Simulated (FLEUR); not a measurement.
# How the volume moves the moments of Cobalt, part 2 of 2

How does the volume change the magnetic state of Cobalt?

FLEUR MaX-R8.1; PBE; all-electron FLAPW, Dirac cores, scalar-relativistic bands.

So far, largest spin moment in the muffin-tin sphere (μB): step 2 (factor 1, start ferro ++) 1.69; step 3 (antiferromagnetic, start moments [2.0, -2.0] μB) 1.04.

## (5) Factor 1.12, start ferro ++

The farthest finished point is shown in full.

Contents of inp.xml:

```
<?xml version="1.0" encoding="UTF-8" standalone="no"?>
<fleurInput fleurInputVersion="0.39">
   <comment>
      Co
   </comment>
   <calculationSetup>
      <cutoffs Kmax="3.73" Gmax="11.2" GmaxXC="11.2" numbands="0"/>
      <scfLoop itmax="110" minDistance="0.00002" maxIterBroyd="15" imix="Anderson" alpha="0.05" precondParam="0.0" spinf="2.0" sdNocoIR="T"/>
      <coreElectrons ctail="T" frcor="F" kcrel="0" coretail_lmax="0"/>
      <xcFunctional name="pbe" relativisticCorrections="F"/>
      <magnetism jspins="2"/>
      <soc l_soc="F" theta="0.0" phi="0.0" spav="F"/>
      <expertModes spex="0" secvar="F"/>
      <geometryOptimization l_f="F" forcealpha="1.0" forcemix="BFGS" epsdisp="0.00001" epsforce="0.00001"/>
      <ldaU l_linMix="F" mixParam="0.05" spinf="1.0"/>
   </calculationSetup>
   <cell>
      <bzIntegration valenceElectrons="34.0" mode="hist" fermiSmearingEnergy="0.00183747">
         <kPointListSelection listName="default-1"/>
         <xi:include xmlns:xi="http://www.w3.org/2001/XInclude" href="kpts.xml"> </xi:include>
      </bzIntegration>
      <xi:include xmlns:xi="http://www.w3.org/2001/XInclude" href="sym.xml"> </xi:include>
      <bulkLattice scale="1.0">
         <bravaisMatrix>
            <row-1>    4.9207182177801680     0.0000000000188973     0.0000000000000000</row-1>
            <row-2>   -2.4603591089089814     4.2614669814505861     0.0000000000000000</row-2>
            <row-3>    0.0000000000000000     0.0000000000000000     7.9870906415830323</row-3>
         </bravaisMatrix>
      </bulkLattice>
   </cell>
   <atomSpecies>
      <species name="Cobalt (Co2.000" element="Co" atomicNumber="27">
         <mtSphere radius="2.2" gridPoints="727" logIncrement="0.017"/>
         <atomicCutoffs lmax="8" lnonsphr="6"/>
         <electronConfig flipSpins="F">
            <coreConfig>(1s1/2) (2s1/2) (2p1/2) (2p3/2)</coreConfig>
            <valenceConfig>(3s1/2) (3p1/2) (3p3/2) (4s1/2) (3d3/2) (3d5/2)</valenceConfig>
            <stateOccupation state="(3d3/2)" spinUp="1.5" spinDown="1.3"/>
            <stateOccupation state="(3d5/2)" spinUp="3.0" spinDown="1.2"/>
         </electronConfig>
         <energyParameters s="4" p="4" d="3" f="4"/>
         <lo type="SCLO" l="0" n="3" eDeriv="0"/>
         <lo type="SCLO" l="1" n="3" eDeriv="0"/>
      </species>
   </atomSpecies>
   <atomGroups>
      <atomGroup species="Cobalt (Co2.000">
         <relPos label="                   1">1.000/3.000 -1.000/3.000 1.000/4.000</relPos>
         <relPos label="                   2">-1.000/3.000 1.000/3.000 -1.000/4.000</relPos>
         <force calculate="T" relaxXYZ="TTT"/>
      </atomGroup>
   </atomGroups>
   <output dos="F" band="F" slice="F">
      <bandDOS minEnergy="-.5*Htr" maxEnergy="0.5*Htr" sigma="0.015" storeEVData="T"/>
      <plotting iplot="0" polar="F">
         <plot TwoD="T" vec1="  1.0  0.0  0.0" vec2="  0.0  1.0  0.0" vec3="  0.0  0.0  1.0" zero="  0.0  0.0  0.0" file="plot"/>
      </plotting>
      <moessbauerParams electricFieldGradient="F" isomerShift="F" coreHyperfine="F" valenceHyperfine="F"/>
   </output>
</fleurInput>
```

Contents of crystal.txt:

```
Co
&input film=F cartesian=F /
2.60393194216  0.00000000001  0.00000000000
-1.30196597109  2.25507121163  0.00000000000
0.00000000000  0.00000000000  4.22658634900
1.8897261246
1.0 1.0 1.0

2
27 0.33333333333  0.66666666667  0.25000000000 : 2.000
27 0.66666666667  0.33333333333  0.75000000000 : 2.000

&kpt div1=14 div2=14 div3=8 gamma=T /
```

Command:

```bash
$ OMP_NUM_THREADS=1 inpgen -f crystal.txt > inpgen.log  # inp.xml is then edited as shown
$ OMP_NUM_THREADS=1 mpirun -n 8 fleur_MPI > fleur.log
```

The log of the run:

```text
[banner, memory and clock lines left out]
Welcome to FLEUR        (www.flapw.de)
      MaX-Release 8.1          (www.max-centre.eu)

 ========== k-point set info ==========
 Selected k-point list: default-1
 k-point list type: mesh
 14 x 14 x 8
 Number of k points: 120

 [... set-up left out ...]
 Iteration:     1   Distance:       5.71001508 me/bohr^3
 Iteration:     2   Distance:       4.93426566 me/bohr^3
 Iteration:     3   Distance:       2.42183335 me/bohr^3
 Iteration:     4   Distance:       0.96933291 me/bohr^3
 Iteration:     5   Distance:       0.95306020 me/bohr^3
[...]
<sumOfEigenvalues value="    -1606.8571355684">
               <coreElectrons value="-1576.0640622720"/>
               <valenceElectrons value="-30.7930732964"/>
            </sumOfEigenvalues>
         [... left out ...]
            <freeEnergy value="-2786.9429967123"/>
            <extrapolationTo0K value="-2786.9426609250"/>
         </totalEnergy>
         <densityConvergence units="me/bohr^3">
            <chargeDensity spin="1" distance="0.0000051260"/>
            <chargeDensity spin="2" distance="0.0000109450"/>
            <overallChargeDensity distance="0.0000125537"/>
            <spinDensity distance="0.0000115991"/>
         </densityConvergence>
      </iteration>
```

The job ended after 10 s (8 MPI ranks of Arm Neoverse V1, shared host; peak memory 0.32 GiB).

Spin moment in the muffin-tin sphere by atom:

| atom | spin moment in the muffin-tin sphere (μB) |
| --- | --- |
| Co1 | 1.82 |
| Co2 | 1.82 |

This step gave:

```
free energy                                                       : -75836.5823 eV
program's band gap on this mesh (in a metal only a level spacing) : 0.001158 eV
magnetization                                                     : 3.463 μB
final state                                                       : ferromagnetic
```

After 18 cycles the largest moment stands at 1.82 μB.

## (6) Factor 1.12, start antiferro +-

inp.xml: that of step 5 with these lines changed.

```diff
@@ -44,2 +44,15 @@
       </species>
+      <species name="Cobalt (Co-2.000" element="Co" atomicNumber="27">
+         <mtSphere radius="2.2" gridPoints="727" logIncrement="0.017"/>
+         <atomicCutoffs lmax="8" lnonsphr="6"/>
+         <electronConfig flipSpins="F">
+            <coreConfig>(1s1/2) (2s1/2) (2p1/2) (2p3/2)</coreConfig>
+            <valenceConfig>(3s1/2) (3p1/2) (3p3/2) (4s1/2) (3d3/2) (3d5/2)</valenceConfig>
+            <stateOccupation state="(3d3/2)" spinUp="1.3" spinDown="1.5"/>
+            <stateOccupation state="(3d5/2)" spinUp="1.2" spinDown="3.0"/>
+         </electronConfig>
+         <energyParameters s="4" p="4" d="3" f="4"/>
+         <lo type="SCLO" l="0" n="3" eDeriv="0"/>
+         <lo type="SCLO" l="1" n="3" eDeriv="0"/>
+      </species>
    </atomSpecies>
@@ -48,2 +61,5 @@
          <relPos label="                   1">1.000/3.000 -1.000/3.000 1.000/4.000</relPos>
+         <force calculate="T" relaxXYZ="TTT"/>
+      </atomGroup>
+      <atomGroup species="Cobalt (Co-2.000">
          <relPos label="                   2">-1.000/3.000 1.000/3.000 -1.000/4.000</relPos>
```

crystal.txt: that of step 5 with these lines changed.

```diff
@@ -10,3 +10,3 @@
 27 0.33333333333  0.66666666667  0.25000000000 : 2.000
-27 0.66666666667  0.33333333333  0.75000000000 : 2.000
+27 0.66666666667  0.33333333333  0.75000000000 : -2.000
```

The log of the run:

```text
[banner, memory and clock lines left out]
Welcome to FLEUR        (www.flapw.de)
      MaX-Release 8.1          (www.max-centre.eu)

 ========== k-point set info ==========
 Selected k-point list: default-1
 k-point list type: mesh
 14 x 14 x 8
 Number of k points: 120

 [... set-up left out ...]
 Iteration:     1   Distance:       9.35570563 me/bohr^3
 Iteration:     2   Distance:       9.05437402 me/bohr^3
 Iteration:     3   Distance:       6.90875368 me/bohr^3
 Iteration:     4   Distance:       3.10184804 me/bohr^3
 Iteration:     5   Distance:       2.62852507 me/bohr^3
[...]
<sumOfEigenvalues value="    -1606.8846359291">
               <coreElectrons value="-1576.0997221118"/>
               <valenceElectrons value="-30.7849138173"/>
            </sumOfEigenvalues>
         [... left out ...]
            <freeEnergy value="-2786.9242608895"/>
            <extrapolationTo0K value="-2786.9235232366"/>
         </totalEnergy>
         <densityConvergence units="me/bohr^3">
            <chargeDensity spin="1" distance="0.0000010744"/>
            <chargeDensity spin="2" distance="0.0000010174"/>
            <overallChargeDensity distance="0.0000010860"/>
            <spinDensity distance="0.0000017887"/>
         </densityConvergence>
      </iteration>
```

Wall time 19 s (8 MPI ranks); peak memory 0.37 GiB.

Numbers from this step:

```
free energy                                                       : -75836.0725 eV
program's band gap on this mesh (in a metal only a level spacing) : 2.40e-9 eV
magnetization                                                     : 0 μB
final state                                                       : antiferromagnetic
largest moment                                                    : 1.490 μB
```

After 26 cycles the largest moment stands at 1.49 μB.

## (7) The series

In all 27 runs were made at the factors 0.88, 0.91, 0.94, 0.97, 1, 1.03, 1.06, 1.09 and 1.12, of which 27 converged. The tables hold the factors at which the parallel start converged, and CPU times count converged runs alone. Differences are of free energies.

Final states:

| volume factor | ferro ++ | antiferro +- | no spin polarisation | CPU time (s) |
| --- | --- | --- | --- | --- |
| 0.88 | ferromagnetic | non-magnetic | non-magnetic | 354.1 |
| 0.91 | ferromagnetic | non-magnetic | non-magnetic | 421.2 |
| 0.94 | ferromagnetic | non-magnetic | non-magnetic | 596.9 |
| 0.97 | ferromagnetic | antiferromagnetic | non-magnetic | 336 |
| 1 | ferromagnetic | antiferromagnetic | non-magnetic | 325.4 |
| 1.03 | ferromagnetic | antiferromagnetic | non-magnetic | 309.9 |
| 1.06 | ferromagnetic | antiferromagnetic | non-magnetic | 281.4 |
| 1.09 | ferromagnetic | antiferromagnetic | non-magnetic | 280.2 |
| 1.12 | ferromagnetic | antiferromagnetic | non-magnetic | 274.7 |

The energy over the lowest point, ferro ++ by volume factor:

| volume factor | energy over the lowest point, ferro ++ (meV a primitive cell) |
| --- | --- |
| 0.8800 | 196 |
| 0.9100 | 89.2 |
| 0.9400 | 25.6 |
| 0.9700 | 0 |
| 1.0000 | 1.57 |
| 1.0300 | 28.7 |
| 1.0600 | 75.3 |
| 1.0900 | 139 |
| 1.1200 | 220 |

Largest sphere moment against volume factor:

| volume factor | ferro ++ (μB) | antiferro +- (μB) |
| --- | --- | --- |
| 0.8800 | 1.57 | 0 |
| 0.9100 | 1.58 | 0 |
| 0.9400 | 1.60 | 0 |
| 0.9700 | 1.64 | 0.850 |
| 1.0000 | 1.69 | 1.04 |
| 1.0300 | 1.74 | 1.19 |
| 1.0600 | 1.77 | 1.31 |
| 1.0900 | 1.80 | 1.41 |
| 1.1200 | 1.82 | 1.49 |

Net moment, ferro ++ against volume factor:

| volume factor | net moment, ferro ++ (μB a primitive cell) |
| --- | --- |
| 0.8800 | 3.03 |
| 0.9100 | 3.04 |
| 0.9400 | 3.07 |
| 0.9700 | 3.13 |
| 1.0000 | 3.22 |
| 1.0300 | 3.31 |
| 1.0600 | 3.38 |
| 1.0900 | 3.42 |
| 1.1200 | 3.46 |

Energy less that of the parallel start against volume factor; values in meV a seeded atom:

| volume factor | antiferro +- | no spin polarisation |
| --- | --- | --- |
| 0.8800 | 149 | 149 |
| 0.9100 | 174 | 174 |
| 0.9400 | 197 | 197 |
| 0.9700 | 217 | 220 |
| 1.0000 | 230 | 243 |
| 1.0300 | 240 | 266 |
| 1.0600 | 247 | 288 |
| 1.0900 | 252 | 310 |
| 1.1200 | 255 | 331 |

## (8) Outcome

| Item | Value |
| --- | --- |
| largest moment, parallel start | 1.57 μB at 0.88, 1.82 μB at 1.12 |
| net moment, parallel start | 3.03 to 3.46 μB a primitive cell |
| start antiferro +- less the parallel start | +148.6 meV at 0.88, +254.9 meV at 1.12, a seeded atom |
| spinless run less the parallel start | +148.6 meV at 0.88, +330.9 meV at 1.12, a seeded atom |

What this shows: The largest moment of the parallel start goes from 1.57 μB at 0.88 to 1.82 μB at 1.12. Its energy is least at 0.97 of the points run. The start antiferro +- lies over the parallel start at every point where both finished. The spinless run lies over the parallel start at every point where both finished. The opposed order is one of several, taken for its small cell; another can lie lower, so the scan does not name the ground state. Atoms were not relaxed at any point.

[Logs and program files are shortened in this print: banners, set-up blocks, solver, clock and traceback lines can be left out without a mark of their own.]

[Logs are printed without paths, hosts, clocks, repeated set-up lines and the standing remarks that a program may print on its own settings, such as how far it seeks lower states.]

[Hosts, paths, dates, database ids (printed as entryN), source tags and the programs' standing remarks are cut or masked in the printed files.]

[Where a cell is said to come from a database of computed structures, the database is the Materials Project.]
